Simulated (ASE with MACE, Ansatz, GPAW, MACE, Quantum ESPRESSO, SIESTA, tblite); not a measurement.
# Nb(100)/C(110) interface (68 atoms) in machine-learned potentials

How do the settings of machine-learned potentials change the result for Nb(100)/C(110) interface (68 atoms)? A plane-wave run serves as the yardstick.

Method: the method is named at each step, in ASE with MACE.

## (1) Set-up

The cell holds 68 atoms: 20 Nb and 48 C. Its edges and angles: a = 7.134 Å, b = 7.567 Å, c = 22.999 Å, α = 90.0°, β = 90.0°, γ = 90.0°. Bcc Nb(100), 4 repeat layers, 5 surface cells, strained -3.32 and +2.54 %; diamond-structure C(110), 4 layers, 6 cells, -0.00 and -0.00 %; outer planes 2.25 Å apart, 12 Å of vacuum above; not relaxed, displaced by a Gaussian of 0.02 Å. Then every atom was moved at random, 0.05 Å r.m.s. a Cartesian component. Regions: Nb, 20 atoms (20 Nb); C, 48 atoms (48 C). Vacuum lies along c.

The yardstick, on the same geometry:

```
method                 : Kohn-Sham DFT, PBE, PAW, plane waves (Ansatz 0.2.0); cutoff 420 eV, Γ point, fermi-dirac smearing of 0.05 eV; PAW set soft_2
r.m.s. force component : 2.342 eV/Å
longest force          : 9.325 eV/Å
SCF cycles             : 15
time                   : 17 s on 4 threads of Arm Neoverse V1, shared host
CPU time               : 65 s
```

## (2) MACE MP-0b2 small potential

Method: machine-learned interatomic potential MACE MP-0b2 small, trained on PBE(+U) plane-wave data.

Contents of run.py:

```python
import numpy as np
from ase.io import read
import mlip  # loads the published weights by name

atoms = read("structure.xyz")
atoms.calc = mlip.calc("mace-mp-0b2-small")
energy = atoms.get_potential_energy()
forces = atoms.get_forces()
print(f"energy {energy:.6f} eV")
print("forces (eV/A)")
for i, (a, f) in enumerate(zip(atoms, forces)):
    print(f"{i:4d} {a.symbol:2s} {f[0]:10.5f} {f[1]:10.5f} {f[2]:10.5f}")
```

Contents of structure.xyz:

```xyz
68
Lattice="7.13400 0.00000 0.00000 0.00000 7.56670 0.00000 0.00000 0.00000 22.99872" Properties=species:S:1:pos:R:3 pbc="T T T"
Nb 5.70556 3.02774 5.98404
Nb 4.99344 0.69954 7.68019
Nb 5.72482 2.96274 9.33472
Nb 3.60980 3.80499 10.87264
Nb 4.23531 6.03573 5.99485
Nb 3.62450 3.77382 7.69399
Nb 4.34425 6.10254 9.39199
Nb 2.08727 6.78309 10.95797
Nb 2.92080 1.51939 5.92953
Nb 2.12850 6.80995 7.72527
Nb 2.82242 1.41944 9.29654
Nb 0.77247 2.33576 10.81952
Nb 1.40811 4.49825 5.97875
Nb 0.71069 2.32585 7.61051
Nb 1.37558 4.58973 9.27147
Nb 6.30489 5.26362 10.96234
Nb 6.99467 0.09224 6.07833
Nb 6.48680 5.30585 7.71745
Nb 7.13229 0.00446 9.33196
Nb 4.98980 0.83582 10.93612
C 3.90251 5.62985 13.15826
C 1.18738 4.47078 13.17091
C 1.99559 4.43749 14.52438
C 2.98979 5.71399 14.47171
C 3.82489 5.71611 15.65431
C 1.20928 4.57188 15.74653
C 2.12536 4.46216 16.96064
C 3.00463 5.73397 16.88635
C 3.87169 0.75584 13.18310
C 1.34690 6.93768 13.21069
C 2.16674 6.92868 14.49793
C 2.98793 0.70385 14.48045
C 3.93968 0.72882 15.74607
C 1.17647 7.06949 15.66167
C 2.14412 6.89954 16.96593
C 2.94820 0.67139 16.98478
C 0.37625 5.73692 13.27302
C 4.81438 4.50022 13.28981
C 5.60775 4.54789 14.56417
C 6.50136 5.75985 14.39260
C 0.43874 5.75183 15.77850
C 4.66364 4.42879 15.75228
C 5.69843 4.45928 17.00019
C 6.56542 5.81841 16.97168
C 3.84252 3.20722 13.20793
C 1.21956 1.87019 13.12491
C 2.16817 2.05648 14.50552
C 2.99635 3.09826 14.49241
C 3.91999 3.11408 15.89258
C 1.16306 1.89697 15.66742
C 2.04018 1.97884 17.01537
C 2.97224 3.15819 17.02595
C 0.36897 0.73632 13.26198
C 4.80653 6.96114 13.23461
C 5.63893 7.03930 14.38524
C 6.60872 0.82477 14.46022
[... 8 atom lines left out ...]
C 0.35848 3.18089 15.77413
C 4.78092 2.02810 15.71825
C 5.70092 1.92028 17.08782
C 6.54644 3.22879 16.99076
```

Launch:

```
$ OMP_NUM_THREADS=1 python run.py > output.txt
```

The log of the run:

```text
energy -592.212041 eV
forces (eV/A)
   0 Nb   -0.04211    0.07449    0.23381
   1 Nb   -0.41882    0.28637   -0.23515
   2 Nb   -0.25537    0.32808   -0.33967
   3 Nb   -0.32769    0.40312    3.21904
   4 Nb   -0.16617   -0.02913    0.53447
   5 Nb   -0.20517    0.05665   -0.34093
   6 Nb   -0.32595   -0.25588   -0.67223
   7 Nb    0.28865   -0.36281    2.11975
   8 Nb    0.02592    0.05371    0.69061
   9 Nb    0.35773   -0.12121   -0.44417
  10 Nb    0.15438    0.42438   -0.29599
  11 Nb   -0.25017   -0.17413    3.16945
  12 Nb    0.11894   -0.18926    0.31178
  13 Nb    0.32118   -0.20220   -0.46835
  14 Nb    0.78751   -0.03714    0.29921
  15 Nb    0.45334    0.19181    2.36703
  16 Nb    0.35914   -0.16612   -0.19818
  17 Nb   -0.75865   -0.00673   -0.42971
  18 Nb    0.06594    0.01141   -0.00019
  19 Nb   -0.25485   -0.34510    2.73378
  20 C     1.61036    2.78273    0.48853
  21 C    -2.11286   -0.59832    1.87884
  22 C     4.77273    0.51076   -2.97446
  23 C    -1.05186   -1.49658   -2.40844
[...]
60 C     1.20429   -0.26886   -1.62109
  61 C    -1.23249    2.85940   -0.65899
  62 C     0.20162    3.41950   -0.65632
  63 C    -1.79938    1.01535   -2.40779
  64 C    -1.08172    1.45672    1.59095
  65 C     1.43693   -4.85880    2.58959
  66 C     4.16800    1.11792   -1.48370
  67 C    -3.81098   -0.12526   -0.85446
```

It took 7.8 s on 1 thread of Arm Neoverse V1, shared host; peak memory 0.66 GiB.

Banners, paths, timers and routine set-up lines are dropped from the logs unmarked, and long logs keep their key lines alone; longer cuts are marked.

Against the reference:

```yaml
r_m_s_force_component: 2.191 eV/Å
r_m_s_difference_of_force_components: 470.9 meV/Å
longest_difference_of_force_vectors: 1926 meV/Å
force_difference_over_r_m_s_force: 20.11 %
slope_of_forces_against_the_reference_s: 0.9174
correlation_of_force_components: 0.9806
```

Length of the force difference by element (eV/Å):

| element | atoms | mean | most |
| --- | --- | --- | --- |
| C | 48 | 0.73 | 1.4 |
| Nb | 20 | 0.79 | 1.9 |

A closer look about C47, which bears the longest force: 9 atoms, nearest first, numbered in the order of the input, with positions taken from that point.

| atom | x | y | z | distance (Å) | Fx | Fy | Fz (eV/Å) |
| --- | --- | --- | --- | --- | --- | --- | --- |
| C47 | 0.00 | 0.00 | 0.00 | 0.00 | -3.20 | -7.84 | -2.08 |
| C48 | 0.83 | 1.04 | -0.01 | 1.33 | 0.81 | 6.42 | -0.06 |
| C50 | -1.01 | -0.16 | 1.16 | 1.54 | 3.55 | 4.72 | 3.24 |
| C32 | 0.82 | -1.35 | -0.03 | 1.58 | 0.55 | -0.41 | -1.05 |
| C46 | -0.95 | -0.19 | -1.38 | 1.69 | -2.11 | 3.01 | 0.39 |
| C23 | -0.17 | 2.38 | 0.02 | 2.39 | 4.77 | 0.51 | -2.97 |
| C45 | 1.67 | 1.15 | -1.30 | 2.41 | 3.89 | 0.20 | -0.68 |
| C61 | -1.77 | 1.16 | -1.22 | 2.44 | 1.20 | -0.27 | -1.62 |
| C49 | 1.75 | 1.06 | 1.39 | 2.47 | -1.50 | 3.57 | -1.72 |

Atoms are counted from 1 here, from 0 in the log.

Forces lie 20 % from the reference's, at 0.11 times its CPU time (on 1 against 4 cores).

## (3) MACE MPA-0 medium potential

Method: machine-learned interatomic potential MACE MPA-0 medium, trained on PBE(+U) plane-wave data.

run.py, as its differences from that of step 2:

```diff
@@ -5,3 +5,3 @@
 atoms = read("structure.xyz")
-atoms.calc = mlip.calc("mace-mp-0b2-small")
+atoms.calc = mlip.calc("mace-mpa-0-medium")
 energy = atoms.get_potential_energy()
```

structure.xyz is that of step 2.

The log of the run:

```text
energy -588.558687 eV
forces (eV/A)
   0 Nb   -0.12712   -0.05591    0.82377
   1 Nb   -0.32078    0.34540   -0.04358
   2 Nb   -0.37760    0.94901   -1.11280
   3 Nb   -0.79768   -0.44368    1.61189
   4 Nb    0.11883   -0.09153    1.11844
   5 Nb   -0.29601   -0.02915   -0.55735
   6 Nb   -0.68946   -0.45439   -1.66527
   7 Nb   -0.24222   -0.01922    0.97967
   8 Nb    0.02527    0.03846    1.19330
   9 Nb    0.17995   -0.11722   -0.67886
  10 Nb    0.55156    0.59058   -0.67730
  11 Nb    0.35763   -0.15530    1.92492
  12 Nb    0.19698    0.13459    1.00178
  13 Nb    0.23793   -0.33430   -0.16196
  14 Nb    0.64866   -0.11994   -0.51277
  15 Nb    0.54670    0.19519    0.56802
  16 Nb    0.32316   -0.15491    0.21309
  17 Nb   -0.62714   -0.01855   -0.64821
  18 Nb    0.23518   -0.20400   -0.54554
  19 Nb   -0.10330   -0.04357    2.17049
  20 C     1.40791    2.42835    1.65563
  21 C    -1.19550   -0.69155    2.64426
  22 C     4.65288    0.70799   -2.24147
  23 C    -0.94907   -1.18456   -1.45399
[...]
60 C     0.65027   -0.31308   -0.10699
  61 C    -0.52949    2.98843   -0.05165
  62 C     0.15905    3.17814   -0.19776
  63 C    -1.76510    0.69565   -2.25853
  64 C    -1.12889    0.93744    0.43553
  65 C     1.06936   -4.76325    1.82741
  66 C     3.65880    1.41220   -1.71283
  67 C    -3.37523   -0.09150   -0.51706
```

Run time: 8.3 s. Hardware: 1 thread; peak memory 1.1 GiB.

Against the reference:

| Item | Value |
| --- | --- |
| r.m.s. force component | 1.986 eV/Å |
| r.m.s. difference of force components | 666.6 meV/Å |
| longest difference of force vectors | 3235 meV/Å |
| force difference over r.m.s. force | 28.46 % |
| slope of forces against the reference's | 0.8191 |
| correlation of force components | 0.9658 |

Against the first run (20 %), the force difference from the reference is 28 %, at 1.1 times the CPU time.

## (4) MACE MP-0b3 medium potential

Method: machine-learned interatomic potential MACE MP-0b3 medium, trained on PBE(+U) plane-wave data.

run.py, as its differences from that of step 3:

```diff
@@ -5,3 +5,3 @@
 atoms = read("structure.xyz")
-atoms.calc = mlip.calc("mace-mpa-0-medium")
+atoms.calc = mlip.calc("mace-mp-0b3-medium")
 energy = atoms.get_potential_energy()
```

structure.xyz is that of step 3.

The log of the run:

```text
energy -588.787253 eV
forces (eV/A)
   0 Nb   -0.15193    0.08610   -0.20104
   1 Nb   -0.45220    0.41911   -0.68585
   2 Nb   -0.11141    0.62088    0.00227
   3 Nb   -0.68557    0.03164    1.97516
   4 Nb    0.13695   -0.01201   -0.12066
   5 Nb   -0.27085    0.01153   -0.80970
   6 Nb   -0.53982   -0.42285   -0.21247
   7 Nb    0.28313   -0.02643    1.42847
   8 Nb   -0.22216   -0.08801    0.23439
   9 Nb    0.17596   -0.09333   -1.39142
  10 Nb    0.33743    0.60020    0.26268
  11 Nb   -0.20736   -0.12105    2.13262
  12 Nb    0.21158    0.31637   -0.10897
  13 Nb    0.33624   -0.29803   -0.58517
  14 Nb    0.66488   -0.22245    0.65969
  15 Nb    0.76144    0.15424    2.30027
  16 Nb    0.58299   -0.38874   -0.76834
  17 Nb   -0.73967   -0.15422   -1.15953
  18 Nb    0.03262    0.00955    0.35816
  19 Nb   -0.27320   -0.45341    2.31624
  20 C     1.38984    2.59641    0.51915
  21 C    -1.16748   -0.77322    1.51375
  22 C     3.78862    0.55003   -2.50437
  23 C    -0.57444   -1.66530   -2.03684
[...]
60 C     0.51037   -0.19509   -0.65865
  61 C    -0.88732    3.13149   -0.40953
  62 C    -0.08994    3.11824   -0.52842
  63 C    -1.42745    0.57409   -1.90307
  64 C    -0.80104    1.35996    1.06274
  65 C     1.20684   -4.26982    2.28706
  66 C     4.66936    1.13816   -1.54310
  67 C    -4.09785   -0.38142   -0.49360
```

Elapsed: 8.3 s, on 1 thread; peak memory 1.1 GiB.

Compared with the plane-wave run:

| Property | Result |
| --- | --- |
| r.m.s. force component | 2.031 eV/Å |
| r.m.s. difference of force components | 578.6 meV/Å |
| longest difference of force vectors | 2695 meV/Å |
| force difference over r.m.s. force | 24.71 % |
| slope of forces against the reference's | 0.8455 |
| correlation of force components | 0.975 |

Against the first run (20 %), the force difference from the reference is 25 %, at 1.1 times the CPU time.

## (5) All runs compared

Differences are against the plane-wave reference, forces as r.m.s. over components; share is that over the reference's r.m.s. force, slope the least-squares factor from reference forces to these. Total energies of different programs have different zeros and aren't compared.

| run | Δ force, r.m.s. (meV/Å) | share (%) | slope | cores | CPU time | memory (GiB) |
| --- | --- | --- | --- | --- | --- | --- |
| reference | - | - | - | 4 | 65 s | 1.4 |
| MACE MP-0b2 small potential | 471 | 20.1 | 0.917 | 1 | 7.2 s | 0.66 |
| MACE MPA-0 medium potential | 667 | 28.5 | 0.819 | 1 | 8.3 s | 1.1 |
| MACE MP-0b3 medium potential | 579 | 24.7 | 0.846 | 1 | 8.3 s | 1.1 |

Times of the machine-learned potentials are mostly Python's start and the loading of weights.

CPU time is summed over cores on a shared host, where runs went side by side, so it is rough. Symmetry, cutoffs, thresholds, outputs and thread counts weren't matched or tuned between programs; memory under MPI is the largest rank's times the ranks.

## (6) Outcome

| Item | Value |
| --- | --- |
| nearest in forces | MACE MP-0b2 small potential, 20 % |
| its CPU time | 7.2 s |

**Reading.** Machine-learned potentials differ by 20 % (MACE MP-0b2 small potential) to 28 % (MACE MPA-0 medium potential); they were trained on other programs' data. Among those trained on PBE data the slope goes as low as 0.82, which softening far from their training structures can give, though the reference's k-sampling is untested too. Machine-learned potentials mimic data converged in k, so the reference's own k-point error enters their differences. The host structure and its lattice constant were typed by rule, without a check against the phase diagram. The electronic-structure runs sample only Γ, in a cell whose shortest periodic width is 7 Å, which is coarse for a cell with partly filled levels.

[Also dropped from logs without a mark: logging warnings of Python, and SIESTA's first energy breakdown and zero terms.]

[Logs are printed without paths, hosts, clocks, repeated set-up lines and the standing remarks that a program may print on its own settings, such as how far it seeks lower states.]

[Hosts, paths, dates, database ids (printed as entryN), source tags and the programs' standing remarks are cut or masked in the printed files.]
